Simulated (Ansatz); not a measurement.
# Band gap of HgC2S2N2 (C2/m) from density functionals to GW

What gap does each level of theory give for HgC2S2N2 (C2/m), and in what time?

Calculated with Ansatz 0.2.0; density functionals, hybrids and G0W0, plane waves, PAW.

This is a report of a sequence of runs, with most program output left out.

In doubt: masses and optical values from hybrid runs of this build are listed as unsure (step 10), which bears on the screening that GW takes from such a start.

### 1. The starting structure

Symmetry: C2/m, No. 12, monoclinic system. The conventional cell has a = 10.878 Å, b = 4.042 Å, c = 6.435 Å, α = 90.00°, β = 95.28°, γ = 90.00°. Nearest to Hg lie 2 S at 2.43 Å. Nearest to C lie 1 N at 1.18 Å and 1 S at 1.66 Å. Nearest to S lie 1 C at 1.66 Å and 1 Hg at 2.43 Å. Nearest to N lie 1 C at 1.18 Å. Farther neighbours and most contacts between anions are not listed.

Geometry: measured cell, ions relaxed with PBE. The runs that relaxed it are not among those shown. Spin-orbit coupling is left out unless a step names it.

The logs state that the PAW files were generated under PBE.

### 2. LDA on the 6×6×4 mesh

This step: DFT, LDA, plane waves, PAW; PAW set soft_1.

The input, input.yaml:

```yaml
crystal:
  lattice:
    - [5.439, -2.021, 0.0]
    - [5.439, 2.021, 0.0]
    - [-0.5921680587, 0.0, 6.4076955288]
  atoms:
    - { symbol: Hg, position: [0.0, 0.0, 0.0] }
    - { symbol: C, position: [0.2661513025, 0.2661513025, 0.2233405963] }
    - { symbol: C, position: [0.7338486975, 0.7338486975, 0.7766594037] }
    - { symbol: S, position: [0.1320101513, 0.1320101513, 0.3259806969] }
    - { symbol: S, position: [0.8679898487, 0.8679898487, 0.6740193031] }
    - { symbol: "N", position: [0.3633996325, 0.3633996325, 0.1569129335] }
    - { symbol: "N", position: [0.6366003675, 0.6366003675, 0.8430870665] }
kpoints:
  mp_grid: { grid: [6, 6, 4] }
  band_path:
    path:
      - [0.0, 0.0, 0.0]
      - [-0.28481191, 0.28481191, 0.0]
      - [-0.71518809, -0.28481191, 0.0]
      - [-0.5, -0.5, 0.0]
      - [-0.5, -0.5, 0.5]
      - [-0.72060342, -0.27939658, 0.5]
      - [-0.27939658, 0.27939658, 0.5]
      - [0.0, 0.0, 0.5]
    npoints: 1
hamiltonian:
  xc: lda
  pseudopotentials: { kind: paw, azcp: { folder: soft_1 }, xc_functional: pbe }
scf:
  occupations: { method: fixed }
  n_extra_bands: 6
output:
  eigenvalues: true
  forces: true
  stress: true
```

Launch:

```
> ansatz run input.yaml --threads 3 --pin off --max-ram 92160MiB --backend cuda --events-out ev --progress --plain --runs-dir out --devices 1 --max-vram 13GiB
```

It took 3.8 s on 1 × NVIDIA H100 80GB HBM3 (shared by 6 runs) with 3 threads of AMD EPYC 7R13 (Zen 3), shared host; peak memory 0.96 GiB; 6 s of CPU time.

Numbers from this step:

```yaml
pressure: -3.237 GPa
gap: 2.023 eV
valence_top_at: Y_2
conduction_bottom_at: Γ
least_direct_gap: 2.160 eV
```

Over mesh and listed points the gap is 2.023 eV, from k = (-0.500, -0.500, 0.000) to k = Γ. The least direct gap found is 2.160 eV, at k = Γ.

### 3. PBEsol on the 6×6×4 mesh

This step: DFT, PBEsol, plane waves, PAW; PAW set soft_1.

input.yaml, as its differences from that of step 2:

```diff
@@ -27,3 +27,3 @@
 hamiltonian:
-  xc: lda
+  xc: pbesol
   pseudopotentials: { kind: paw, azcp: { folder: soft_1 }, xc_functional: pbe }
```

Run time: 8.6 s. Hardware: 1 × NVIDIA H100 80GB HBM3 (shared by 6 runs) with 3 threads; peak memory 0.93 GiB.

Numbers from this step:

| Item | Value |
| --- | --- |
| pressure | -0.7552 GPa |
| gap | 2.126 eV |
| valence top at | Y_2 |
| conduction bottom at | Γ |
| least direct gap | 2.259 eV |

Over mesh and listed points the gap is 2.126 eV, from k = (-0.500, -0.500, 0.000) to k = Γ. The least direct gap found is 2.259 eV, at k = Γ. PBEsol against LDA: 2.126 − 2.023 = +0.103 eV, with the same mesh, files and cutoff, and both edges at the same k points.

### 4. PBE on the 6×6×4 mesh

Levels along a band path and on the mesh show where this functional puts the band edges.

This step: DFT, PBE, plane waves, PAW; PAW set soft_1.

The input, input.yaml:

```yaml
crystal:
  lattice:
    - [5.439, -2.021, 0.0]
    - [5.439, 2.021, 0.0]
    - [-0.5921680587, 0.0, 6.4076955288]
  atoms:
    - { symbol: Hg, position: [0.0, 0.0, 0.0] }
    - { symbol: C, position: [0.2661513025, 0.2661513025, 0.2233405963] }
    - { symbol: C, position: [0.7338486975, 0.7338486975, 0.7766594037] }
    - { symbol: S, position: [0.1320101513, 0.1320101513, 0.3259806969] }
    - { symbol: S, position: [0.8679898487, 0.8679898487, 0.6740193031] }
    - { symbol: "N", position: [0.3633996325, 0.3633996325, 0.1569129335] }
    - { symbol: "N", position: [0.6366003675, 0.6366003675, 0.8430870665] }
kpoints:
  mp_grid: { grid: [6, 6, 4] }
  band_path:
    path:
      - [[0.0, 0.0, 0.0], [-0.28481191, 0.28481191, 0.0]]
      - [[-0.71518809, -0.28481191, 0.0], [-0.5, -0.5, 0.0], [0.0, 0.0, 0.0], [-0.5, -0.5, 0.5], [-0.72060342, -0.27939658, 0.5]]
      - [[-0.27939658, 0.27939658, 0.5], [0.0, 0.0, 0.5], [0.0, 0.0, 0.0]]
      - [[-0.5, 0.0, 0.5], [0.0, 0.0, 0.0], [-0.5, 0.0, 0.0]]
    npoints: 10
hamiltonian:
  xc: pbe
  pseudopotentials: { kind: paw, azcp: { folder: soft_1 } }
scf:
  occupations: { method: fermi_dirac, width: 0.02 }
  n_extra_bands: 6
output:
  eigenvalues: true
  forces: true
  stress: true
  write_density: true
  write_potential: true
  elf: true
  volumetric_format: npy
```

The job ended after 9.5 s (1 × NVIDIA H100 80GB HBM3 (shared by 6 runs) with 3 threads; peak memory 1 GiB).

This step gave:

```
pressure             : 1.395 GPa
gap                  : 2.210 eV
valence top at       : Y_2
conduction bottom at : Γ
least direct gap     : 2.339 eV
```

Over mesh and path the gap is 2.210 eV, from k = (-0.500, -0.500, 0.000) to k = Γ. The least direct gap found is 2.339 eV, at k = Γ. PBE against PBEsol: 2.210 − 2.126 = +0.084 eV, with the same mesh, files and cutoff, and both edges at the same k points.

### 5. PBE+SOC on the 6×6×4 mesh

This run has two-component orbitals with spin-orbit coupling.

This step: DFT, PBE with spin-orbit coupling, plane waves, PAW; PAW set soft_1.

The input, input.yaml:

```yaml
crystal:
  lattice:
    - [5.439, -2.021, 0.0]
    - [5.439, 2.021, 0.0]
    - [-0.5921680587, 0.0, 6.4076955288]
  atoms:
    - { symbol: Hg, position: [0.0, 0.0, 0.0] }
    - { symbol: C, position: [0.2661513025, 0.2661513025, 0.2233405963] }
    - { symbol: C, position: [0.7338486975, 0.7338486975, 0.7766594037] }
    - { symbol: S, position: [0.1320101513, 0.1320101513, 0.3259806969] }
    - { symbol: S, position: [0.8679898487, 0.8679898487, 0.6740193031] }
    - { symbol: "N", position: [0.3633996325, 0.3633996325, 0.1569129335] }
    - { symbol: "N", position: [0.6366003675, 0.6366003675, 0.8430870665] }
kpoints:
  mp_grid: { grid: [6, 6, 4] }
  band_path:
    path:
      - [0.0, 0.0, 0.0]
      - [-0.28481191, 0.28481191, 0.0]
      - [-0.71518809, -0.28481191, 0.0]
      - [-0.5, -0.5, 0.0]
      - [-0.5, -0.5, 0.5]
      - [-0.72060342, -0.27939658, 0.5]
      - [-0.27939658, 0.27939658, 0.5]
      - [0.0, 0.0, 0.5]
    npoints: 1
hamiltonian:
  xc: pbe
  pseudopotentials: { kind: paw_fr, azcp: { folder: soft_1 } }
scf:
  occupations: { method: fixed }
  n_extra_bands: 12
magnetization:
  noncollinear: true
  spin_orbit: true
output:
  eigenvalues: true
  forces: true
  stress: true
```

It took 11 s on 1 × NVIDIA H100 80GB HBM3 (shared by 6 runs) with 3 threads; peak memory 1 GiB; 18 s of CPU time.

Numbers from this step:

```yaml
pressure: 1.243 GPa
gap: 2.211 eV
valence_top_at: Y_2
conduction_bottom_at: Γ
least_direct_gap: 2.339 eV
```

Over mesh and listed points the gap is 2.211 eV, from k = (-0.500, -0.500, 0.000) to k = Γ. The least direct gap found is 2.339 eV, at k = Γ. PBE+SOC against PBE: 2.211 − 2.210 = +0.001 eV, with the same mesh, set of files (read in its fully relativistic form for the spin-orbit run) and cutoff, and both edges at the same k points. The spin-orbit run sees mesh and listed points alone, so its gap is an upper bound: the coupling can move an edge off these points, and the change over the zone, its sign included where it is small, is not known.

### 6. r2SCAN on the 6×6×4 mesh

r2SCAN is a meta-GGA: it depends on the kinetic-energy density as well as on the density and its gradient.

This step: DFT, r2SCAN, plane waves, PAW; PAW set soft_1.

input.yaml, as its differences from that of step 5:

```diff
@@ -27,10 +27,7 @@
 hamiltonian:
-  xc: pbe
-  pseudopotentials: { kind: paw_fr, azcp: { folder: soft_1 } }
+  xc: r2scan
+  pseudopotentials: { kind: paw, azcp: { folder: soft_1 } }
 scf:
   occupations: { method: fixed }
-  n_extra_bands: 12
-magnetization:
-  noncollinear: true
-  spin_orbit: true
+  n_extra_bands: 6
 output:
```

Elapsed: 7 s, on 1 × NVIDIA H100 80GB HBM3 (shared by 6 runs) with 3 threads; peak memory 1.2 GiB.

Numbers from this step:

```yaml
pressure: -1.033 GPa
gap: 2.533 eV
valence_top_at: Y_2
conduction_bottom_at: Γ
least_direct_gap: 2.665 eV
```

Over mesh and listed points the gap is 2.533 eV, from k = (-0.500, -0.500, 0.000) to k = Γ. The least direct gap found is 2.665 eV, at k = Γ. r2SCAN against PBE: 2.533 − 2.210 = +0.323 eV. The runs also differ in plane-wave cutoff (420 eV and 500 eV), so how much of this comes from the functional alone is not known.

### 7. HSE06 on the 4×4×2 mesh

HSE06 mixes in a quarter of exact exchange at short range.

This step: DFT, HSE06, plane waves, PAW; PAW set soft_1.

input.yaml, as its differences from that of step 6:

```diff
@@ -14,3 +14,3 @@
 kpoints:
-  mp_grid: { grid: [6, 6, 4] }
+  mp_grid: { grid: [4, 4, 2] }
   band_path:
@@ -27,3 +27,3 @@
 hamiltonian:
-  xc: r2scan
+  xc: hse06
   pseudopotentials: { kind: paw, azcp: { folder: soft_1 } }
@@ -34,3 +34 @@
   eigenvalues: true
-  forces: true
-  stress: true
```

Elapsed: 21 s, on 1 × NVIDIA H100 80GB HBM3 (shared by 6 runs) with 3 threads; peak memory 1.3 GiB; 29 s of CPU time.

Numbers from this step:

* gap: 3.363 eV
* valence top at: Y_2
* conduction bottom at: Γ
* least direct gap: 3.507 eV
* exact-exchange fraction: 0.25

Over mesh and listed points the gap is 3.363 eV, from k = (-0.500, -0.500, 0.000) to k = Γ. The least direct gap found is 3.507 eV, at k = Γ. HSE06 against PBE: 3.363 − 2.210 = +1.153 eV. The runs also differ in mesh (6×6×4 and 4×4×2), so how much of this comes from the functional alone is not known.

### 8. PBE0 on the 4×4×2 mesh

PBE0 mixes in a quarter of exact exchange at all distances.

This step: DFT, PBE0, plane waves, PAW; PAW set soft_1.

input.yaml, as its differences from that of step 7:

```diff
@@ -27,3 +27,3 @@
 hamiltonian:
-  xc: hse06
+  xc: pbe0
   pseudopotentials: { kind: paw, azcp: { folder: soft_1 } }
@@ -34 +34,5 @@
   eigenvalues: true
+  write_density: true
+  write_potential: true
+  elf: true
+  volumetric_format: npy
```

The job ended after 16 s (1 × NVIDIA H100 80GB HBM3 (shared by 6 runs) with 3 threads; peak memory 1.3 GiB).

Numbers from this step:

* gap: 4.100 eV
* valence top at: Y_2
* conduction bottom at: Γ
* least direct gap: 4.248 eV
* exact-exchange fraction: 0.25

Over mesh and listed points the gap is 4.100 eV, from k = (-0.500, -0.500, 0.000) to k = Γ. The least direct gap found is 4.248 eV, at k = Γ. PBE0 against HSE06: 4.100 − 3.363 = +0.737 eV, with the same mesh, files and cutoff, and both edges at the same k points.

### 9. G0W0@PBE, 4×4×4 mesh, 1043 empty bands, screening to 220 eV, PAW set soft_1 files

G0W0 replaces the xc potential by a self-energy built once from the orbitals of the start. Levels are corrected in the window of bands that the input names, at points of the mesh.

This step: G0W0 on PBE, plane waves, PAW; PAW set soft_1.

The input, input.yaml:

```yaml
crystal:
  lattice:
    - [5.439, -2.021, 0.0]
    - [5.439, 2.021, 0.0]
    - [-0.5921680587, 0.0, 6.4076955288]
  atoms:
    - { symbol: Hg, position: [0.0, 0.0, 0.0] }
    - { symbol: C, position: [0.2661513025, 0.2661513025, 0.2233405963] }
    - { symbol: C, position: [0.7338486975, 0.7338486975, 0.7766594037] }
    - { symbol: S, position: [0.1320101513, 0.1320101513, 0.3259806969] }
    - { symbol: S, position: [0.8679898487, 0.8679898487, 0.6740193031] }
    - { symbol: "N", position: [0.3633996325, 0.3633996325, 0.1569129335] }
    - { symbol: "N", position: [0.6366003675, 0.6366003675, 0.8430870665] }
kpoints:
  mp_grid: { grid: [4, 4, 4] }
hamiltonian:
  xc: pbe
  pseudopotentials: { kind: paw, azcp: { folder: soft_1 } }
scf:
  occupations: { method: fixed }
gw:
  n_empty_bands: 1043
  ecut_chi: 220.0
  qp_bands: [v2, c2]
  qp_kpoints: band_edges
  screening: { model: contour_deformation }
```

Run time: 3.3 min. Hardware: 1 × NVIDIA H100 80GB HBM3 (shared by 6 runs) with 3 threads; peak memory 6.8 GiB.

Numbers from this step:

* bands summed: 1068
* RPA ε∞ on this mesh (eigenvalues): 2.608, 3.227, 5.150
* plane waves in the screening matrix: 1023
* G0W0 gap over the corrected points: 4.028 eV
* k of the valence top: -0.5, -0.5, 0
* k of the conduction bottom: 0, 0, 0
* starting gap on the mesh: 2.210 eV
* Z at the valence top: 0.7522
* Z at the conduction bottom: 0.7899
* least direct G0W0 gap over the corrected points: 4.166 eV

Over 23 of 24 irreducible mesh points the G0W0 gap is 4.028 eV, from k = (-0.500, -0.500, 0.000) to k = Γ. The PBE gap of this run on the mesh is 2.210 eV. The two states that bound the G0W0 gap lie that far apart at the start, so the correction of the gap is 4.028 − 2.210 = +1.818 eV.

### 10. G0W0@HSE06, 4×4×4 mesh, 1043 empty bands, screening to 220 eV, PAW set soft_1 files

This step: G0W0 on HSE06, plane waves, PAW; PAW set soft_1.

input.yaml, as its differences from that of step 9:

```diff
@@ -16,3 +16,3 @@
 hamiltonian:
-  xc: pbe
+  xc: hse06
   pseudopotentials: { kind: paw, azcp: { folder: soft_1 } }
```

The job ended after 8.7 min (1 × NVIDIA H100 80GB HBM3 (shared by 6 runs) with 3 threads; peak memory 7.3 GiB).

Numbers from this step:

- bands summed: 1068
- RPA ε∞ on this mesh (eigenvalues): 2.322, 2.834, 4.126
- plane waves in the screening matrix: 1023
- G0W0 gap over the corrected points: 4.667 eV
- k of the valence top: -0.5, -0.5, 0
- k of the conduction bottom: 0, 0, 0
- starting gap on the mesh: 3.362 eV
- Z at the valence top: 0.7906
- Z at the conduction bottom: 0.8239
- least direct G0W0 gap over the corrected points: 4.816 eV

Over 22 of 24 irreducible mesh points the G0W0 gap is 4.667 eV, from k = (-0.500, -0.500, 0.000) to k = Γ. The HSE06 gap of this run on the mesh is 3.362 eV. The two states that bound the G0W0 gap lie that far apart at the start, so the correction of the gap is 4.667 − 3.362 = +1.305 eV. G0W0@HSE06 against G0W0@PBE with 1068 bands: 4.667 − 4.028 = +0.639 eV, with the same mesh, files and cutoffs, and both edges at the same k points.

(Continued in part 2 of 2.)

[Paths, hosts, dates, memory and timing lines, banners, echoed tables and standing remarks are left out of the program output.]

[Logs are printed without paths, hosts, clocks, repeated set-up lines and the standing remarks that a program may print on its own settings, such as how far it seeks lower states.]

[Runs of the session that timed out or met a known fault of the program may be left out.]

[Cells called generated may have been cut or substituted from an entry of the Crystallography Open Database or the Materials Project.]

[Hosts, paths, dates, database ids (printed as entryN), source tags and the programs' standing remarks are cut or masked in the printed files.]

[Where an RPA ε∞ is given, it is that of the G0W0 mesh and is not shown converged in it. Names of k-points follow the symmetry that the program found, which can be lower than the space group named. Band edges on a path are those of the sampled points; other points can move an edge, and change direct to indirect where valleys lie close.]

[Hybrid gaps are those of their k-mesh and are not shown converged in it.]
